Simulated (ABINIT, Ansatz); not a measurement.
## Quasiparticle gap of TiO2 (Anatase) in ABINIT

Wanted: ground state, empty states, screening and self-energy for TiO2 (Anatase).

Method: PBE and many-body steps on it, plane waves, in ABINIT 10.8.3.

**The experiments to reproduce.**

- Gap 3.4 eV: indirect optical gap from Tauc plot; UV-Vis absorption, Tauc plot; film (sol-gel dip-coated film, 232 nm thick, calcined at 400 C) on borosilicate glass (“Role of lamp type in conventional batch and micro-photoreactor for photocatalytic hydrogen production”, 2023, pmc:10548134).

- Gap 3.28 ± 0.13 eV: indirect allowed optical gap from Tauc plot; UV/vis diffuse reflectance, Kubelka-Munk and Tauc analysis; film (30 nm ALD shell on quartz particles, grown at 100 C, annealed in air at 500 C) on SiO2 (quartz particles) (“Defect-Mediated Crystallization of the Particulate TiO2 Photocatalyst Grown by Atomic Layer Deposition”, 2024, pmc:11726664).

- Gap 3.87 eV: direct optical gap from Tauc plot; UV-vis absorption, Tauc plot; film (thin TiO2 layer grown by atomic layer deposition) (“Development of 2-in-1 Sensors for the Safety Assessment of Lithium-Ion Batteries via Early Detection of Vapors Produced by Electrolyte Solvents”, 2023, pmc:10251352).

- Gap 3.98 eV: direct quasiparticle gap around Gamma; experiment quoted from earlier work; bulk crystal (anatase, value from earlier experiment) (quoted in “Giant exciton Mott density in anatase TiO2”, 2020, arxiv:2007.10051).

- Gap 3.17 eV: gap from valence band edge and flat band potential; valence-band XPS and Mott-Schottky plots; film (“Enhancement of Titania Photoanode Performance by Sandwiching Copper between Two Titania Layers”, 2020, pmc:7579609).

This is a selection; 13 further reports are not listed.

**1. Set-up**

The structure is tetragonal, space group I4_1/amd (No. 141). Conventional cell: a = 3.784 Å, b = 3.784 Å, c = 9.515 Å, α = 90.00°, β = 90.00°, γ = 90.00°. Ti has 6 O at 1.93 to 1.98 Å nearest. Nearest to O lie 3 Ti at 1.93 to 1.98 Å. Farther neighbours and most contacts between anions are not listed.

Coordinates:

```cif
data_structure
_symmetry_space_group_name_H-M 'I4_1/amd:1'
_symmetry_Int_Tables_number 141
_cell_length_a 3.7842
_cell_length_b 3.7842
_cell_length_c 9.5146
_cell_angle_alpha 90.000
_cell_angle_beta 90.000
_cell_angle_gamma 90.000
_cell_volume 136.25
loop_
_atom_site_label
_atom_site_type_symbol
_atom_site_symmetry_multiplicity
_atom_site_Wyckoff_symbol
_atom_site_fract_x
_atom_site_fract_y
_atom_site_fract_z
_atom_site_occupancy
Ti1 Ti 4 a 0.00000 0.00000 0.00000 1
O1 O 8 e 0.00000 0.00000 0.20810 1
```

The cell and positions come from the Crystallography Open Database and are kept as given unless a step says otherwise.

**2. Ground state**

This step: ABINIT 10.8.3; DFT, PBE, plane waves, norm-conserving pseudopotentials.

The ground-state density comes first.

run.abi reads:

```
acell 3*1.0 Angstrom
rprim 
  -1.892100000000 1.892100000000 4.757300000000
  1.892100000000 -1.892100000000 4.757300000000
  1.892100000000 1.892100000000 -4.757300000000
ntypat 2
znucl 22 8
natom 6
typat 1 1 2 2 2 2
xred 
  0.000000000000 0.000000000000 0.000000000000
  0.750000000000 0.250000000000 0.500000000000
  0.208100000000 0.208100000000 0.000000000000
  0.958100000000 0.458100000000 0.500000000000
  0.541900000000 0.041900000000 0.500000000000
  0.791900000000 0.791900000000 0.000000000000
pp_dirpath "pseudos"
pseudos "Ti.upf, O.upf"
ecut 38
ngkpt 8 8 8
nshiftk 1
shiftk 0 0 0
kptopt 1
chksymbreak 0
nband 31
occopt 1
tolvrs 1e-10
nstep 60
prtwf 0
optforces 0
optstress 0
indata_prefix "in"
outdata_prefix "out"
tmpdata_prefix "tmp"
```

Started as:

```
$ OMP_NUM_THREADS=1 mpirun -n 4 abinit run.abi > log
```

Numbers of over 12 decimals in the logs are rounded to 6 here.

What it wrote:

```text
.Version 10.8.3 of ABINIT. v10.8.2 released Aug 2026.

 Symmetries : space group I4_1/a m d (#141); Bravais tI (body-center tetrag.)
================================================================================
 Values of the parameters that define the memory need of the present run
     intxc =       0    ionmov =       0      iscf =       7    lmnmax =       6
     lnmax =       6     mgfft =      60  mpssoang =       3    mqgrid =    3001
     natom =       6  nloc_mem =       1    nspden =       1   nspinor =       1
    nsppol =       1      nsym =      16    n1xccc =    2501    ntypat =       2
    occopt =       1   xclevel =       2
-    mband =          31        mffmem =           1         mkmem =          15
       mpw =        5174          nfft =      216000          nkpt =          59
================================================================================
  Rough estimation (10% accuracy) of disk space for files :
================================================================================

--------------------------------------------------------------------------------
------------- Echo of variables that govern the present computation ------------
--------------------------------------------------------------------------------
 -outvars: echo values of preprocessed input variables --------
            acell      1.8897261259E+00  1.8897261259E+00  1.8897261259E+00 Bohr

      chksymbreak           0
             ecut      3.80000000E+01 Hartree
-          fftalg         312

              ixc     -101130
              kpt      0.00000000E+00  0.00000000E+00  0.00000000E+00
                       1.25000000E-01  0.00000000E+00  0.00000000E+00
                       2.50000000E-01  0.00000000E+00  0.00000000E+00
                       3.75000000E-01  0.00000000E+00  0.00000000E+00
                       5.00000000E-01  0.00000000E+00  0.00000000E+00
                       1.25000000E-01  1.25000000E-01  0.00000000E+00
                       2.50000000E-01  1.25000000E-01  0.00000000E+00
                       3.75000000E-01  1.25000000E-01  0.00000000E+00
                       5.00000000E-01  1.25000000E-01  0.00000000E+00
   [... 39 further rows ...]
                       5.00000000E-01  5.00000000E-01  2.50000000E-01
                      -3.75000000E-01  5.00000000E-01  2.50000000E-01
                       outvar_i_n : Printing only first  50 k-points.
         kptrlatt        8    0    0      0    8    0      0    0    8
          kptrlen      5.72088128E+01
P           mkmem          15
            natom           6
            nband          31
            ngfft          60      60      60
             nkpt          59
            nstep          60
             nsym          16
           ntypat           2
              occ      2.000000  2.000000  2.000000  2.000000  2.000000  2.000000
                       2.000000  2.000000  2.000000  2.000000  2.000000  2.000000
                       2.000000  2.000000  2.000000  2.000000  2.000000  2.000000
                       2.000000  2.000000  2.000000  2.000000  2.000000  2.000000
                       0.000000  0.000000  0.000000  0.000000  0.000000  0.000000
                       0.000000
        optforces           0
        optstress           0
            prtwf           0
            rprim     -1.8921000000E+00  1.8921000000E+00  4.7573000000E+00
[...]
spgroup         141

           tolvrs      1.00000000E-10

             xred      0.0000000000E+00  0.0000000000E+00  0.0000000000E+00
[...]
znucl       22.00000    8.00000

================================================================================

 chkinp: Checking input parameters for consistency.

================================================================================
== DATASET  1 ==================================================================
-   mpi_nproc: 4, omp_nthreads: 1 (-1 if OMP is not activated)

--- !DatasetInfo
iteration_state: {dtset: 1, }
dimensions: {natom: 6, nkpt: 59, mband: 31, nsppol: 1, nspinor: 1, nspden: 1, mpw: 5174, }
cutoff_energies: {ecut:  38.0, pawecutdg:  -1.0, }
electrons: {nelect:   4.80000000E+01, charge:   0.00000000E+00, occopt:   1.00000000E+00, tsmear:   1.00000000E-02, }

 Real(R)+Recip(G) space primitive vectors, cartesian coordinates (Bohr,Bohr^-1):
 R(1)= -3.5755508  3.5755508  8.9899941  G(1)=  0.0000000  0.1398386  0.0556174
 R(2)=  3.5755508 -3.5755508  8.9899941  G(2)=  0.1398386  0.0000000  0.0556174
 R(3)=  3.5755508  3.5755508 -8.9899941  G(3)=  0.1398386  0.1398386  0.0000000
 Unit cell volume ucvol=  4.5973260E+02 bohr^3
 Angles (23,13,12)=  1.39434593E+02  1.39434593E+02  5.87128032E+01 degrees

 getcut: wavevector=  0.0000  0.0000  0.0000  ngfft=  60  60  60
         ecut(hartree)=     38.000   => boxcut(ratio)=   2.09654

--- Pseudopotential description ------------------------------------------------
- Ti Generated using ONCVPSP code by D. R. Hamann
- 22.00000  12.00000  171031                  znucl, zion, pspdat
12 -101130 2 -1 1586                          pspcod,pspxc,lmax,lloc,mmax
     nproj     2     2     2
  pspatm : epsatm=   14.68144553
         --- l  ekb(1:nproj) -->
[...]
pspatm: atomic psp has been read  and splines computed

- O Generated using ONCVPSP code by D. R. Hamann
-  8.00000   6.00000  171031                  znucl, zion, pspdat
12 -101130 2 -1 936                           pspcod,pspxc,lmax,lloc,mmax
     nproj     2     2     1
  pspatm : epsatm=    6.19545534
         --- l  ekb(1:nproj) -->
[...]
2   -1.331955
 pspatm: atomic psp has been read  and splines computed

   2.59894620E+03                                ecore*ucvol(ha*bohr**3)
--------------------------------------------------------------------------------

_setup2: Arith. and geom. avg. npw (full set) are    5144.521    5144.508

================================================================================

--- !BeginCycle
iteration_state: {dtset: 1, }
solver: {iscf: 7, nstep: 60, nline: 4, wfoptalg: 0, }
tolerances: {tolvrs: 1.00E-10, }

     iter   Etot(hartree)      deltaE(h)  residm     vres2
 ETOT  1  -184.25053615772    -1.843E+02 1.789E-01 5.806E+03
 ETOT  2  -169.22952346364     1.502E+01 3.310E-02 1.074E+05
 ETOT  3  -185.09374339807    -1.586E+01 6.369E-02 1.178E+03
 ETOT  4  -185.13374783111    -4.000E-02 2.969E-02 7.933E+02
 ETOT  5  -185.17691978169    -4.317E-02 8.883E-03 3.523E+02
 ETOT  6  -185.20328327921    -2.636E-02 7.994E-03 1.248E+02
 ETOT  7  -185.21684615150    -1.356E-02 9.812E-03 5.011E-01
 ETOT  8  -185.21644688677     3.993E-04 3.527E-03 4.450E+00
 ETOT  9  -185.21694590563    -4.990E-04 5.257E-03 1.333E-02
 ETOT 10  -185.21694807583    -2.170E-06 1.529E-03 3.513E-03
 ETOT 11  -185.21694836342    -2.876E-07 2.358E-03 4.757E-04
 ETOT 12  -185.21694843110    -6.767E-08 1.489E-03 8.758E-06
 ETOT 13  -185.21694843255    -1.451E-09 1.503E-03 9.279E-07
 ETOT 14  -185.21694843268    -1.326E-10 1.171E-03 1.898E-07
 ETOT 15  -185.21694843272    -3.570E-11 1.078E-03 1.463E-08
 ETOT 16  -185.21694843270     1.299E-11 9.046E-04 1.771E-10
 ETOT 17  -185.21694843270     2.643E-12 6.730E-04 2.814E-11

 At SCF step   17       vres2   =  2.81E-11 < tolvrs=  1.00E-10 =>converged.

--- !ResultsGS
iteration_state: {dtset: 1, }
comment   : Summary of ground state results
lattice_vectors:
- [ -3.5755508,   3.5755508,   8.9899941, ]
- [  3.5755508,  -3.5755508,   8.9899941, ]
- [  3.5755508,   3.5755508,  -8.9899941, ]
lattice_lengths: [  10.31451,   10.31451,   10.31451, ]
lattice_angles: [139.435, 139.435,  58.713, ] # degrees, (23, 13, 12)
lattice_volume:   4.5973260E+02
convergence: {deltae:  2.643E-12, res2:  2.814E-11, residm:  6.730E-04, diffor:  0.000E+00, }
etotal    :  -1.85216948E+02
entropy   :   0.00000000E+00
fermie    :   1.50508157E-01
cartesian_stress_tensor: null
pressure_GPa: null
xred      :
- [  0.0000E+00,   0.0000E+00,   0.0000E+00, Ti]
- [  7.5000E-01,   2.5000E-01,   5.0000E-01, Ti]
- [  2.0810E-01,   2.0810E-01,  -3.2879E-19,  O]
- [  9.5810E-01,   4.5810E-01,   5.0000E-01,  O]
- [  5.4190E-01,   4.1900E-02,   5.0000E-01,  O]
- [  7.9190E-01,   7.9190E-01,  -1.2512E-18,  O]
cartesian_forces: null
force_length_stats: {min: null, max: null, mean: null, }

 Integrated electronic density in atomic spheres:
 ------------------------------------------------
 Atom  Sphere_radius  Integrated_density
[...]
================================================================================

 ----iterations are completed or convergence reached----

 Mean square residual over all n,k,spin=   51.304E-07; max=  67.304E-05
 reduced coordinates (array xred) for    6 atoms
[...]
0.750000000000      0.250000000000      0.500000000000
       0.208100000000      0.208100000000     -0.000000000000
       0.958100000000      0.458100000000      0.500000000000
       0.541900000000      0.041900000000      0.500000000000
       0.791900000000      0.791900000000     -0.000000000000
 rms dE/dt=  0.0000E+00; max dE/dt=  0.0000E+00; dE/dt below (all hartree)
    1       0.000000000000      0.000000000000      0.000000000000
    2       0.000000000000      0.000000000000      0.000000000000
    3       0.000000000000      0.000000000000      0.000000000000
    4       0.000000000000      0.000000000000      0.000000000000
    5       0.000000000000      0.000000000000      0.000000000000
    6       0.000000000000      0.000000000000      0.000000000000

 cartesian coordinates (angstrom) at end:
    1      0.000000     0.000000     0.000000
    2      0.000000     1.892100     2.378650
    3      0.000000    -0.000000     1.979988
    4      0.000000     1.892100     4.358638
    5     -0.000000     1.892100     0.398662
    6      0.000000    -0.000000     7.534612
 length scales=  1.889726125908  1.889726125908  1.889726125908 bohr
              =  1.000000000000  1.000000000000  1.000000000000 angstroms
 prteigrs : about to open file out_EIG
 Fermi (or HOMO) energy (hartree) =   0.15051   Average Vxc (hartree)=  -0.39712
 Eigenvalues (hartree) for nkpt=  59  k points:
 kpt#   1, nband= 31, wtk=  0.00195, kpt=  0.0000  0.0000  0.0000 (reduced coord)
  -1.91852   -1.91628   -1.05463   -1.04582   -1.04582   -1.04316   -1.04316   -1.04004
  -0.49493   -0.45758   -0.45221   -0.43977    0.00708    0.01145    0.01145    0.02632
   0.07584    0.07584    0.07756    0.12347    0.12360    0.12360    0.13465    0.13465
   0.23084    0.25826    0.29978    0.29979    0.30088    0.30090    0.34599
 prteigrs : prtvol=0 or 1, do not print more k-points.

--- !EnergyTerms
iteration_state     : {dtset: 1, }
comment             : Components of total free energy in Hartree
kinetic             :  9.01527161159873E+01
hartree             :  5.04271879315837E+01
xc                  : -3.41780206858849E+01
Ewald energy        : -1.22088434587365E+02
psp_core            :  5.65316920799711E+00
local_psp           : -1.66739904690232E+02
non_local_psp       : -8.44366172478659E+00
total_energy        : -1.85216948432700E+02
total_energy_eV     : -5.04000992310415E+03
band_energy         : -2.23631716003221E+01

== END DATASET(S) ==============================================================
================================================================================

 -outvars: echo values of variables after computation  --------
           etotal     -1.8521694843E+02
            nband          31
             nkpt          59
          spgroup         141
 [... the other variables as echoed above ...]

 Calculation completed.
```

Run time: 3.1 min. Hardware: 4 MPI ranks of Arm Neoverse V2, shared host; peak memory 0.65 GiB.

Numbers from this step:

```
total energy               : -5040.0099 eV
gap                        : 2.186 eV
k of the valence top       : -0.375, 0.375, 0
k of the conduction bottom : 0, 0, 0
least direct gap           : 2.492 eV
```

The gap is indirect, with the least direct gap 0.31 eV higher.

[end of part 1 of 3]

[Paths, hosts, dates, memory and timing lines, banners, echoed tables and standing remarks are left out of the program output.]

[Logs are printed without paths, hosts, clocks, repeated set-up lines and the standing remarks that a program may print on its own settings, such as how far it seeks lower states.]

[Runs of the session that timed out or met a known fault of the program may be left out.]

[Hosts, paths, dates, database ids (printed as entryN), source tags and the programs' standing remarks are cut or masked in the printed files.]

[G0W0 gaps are taken among the corrected bands and points alone; a level outside them can change the order at an edge.]

[Where Ansatz stands beside ABINIT at settings called matched, ABINIT's density can come from a denser mesh and the files from another edition; pairs whose starting gaps differed by over 0.03 eV were left out, so agreement reads better than it is.]
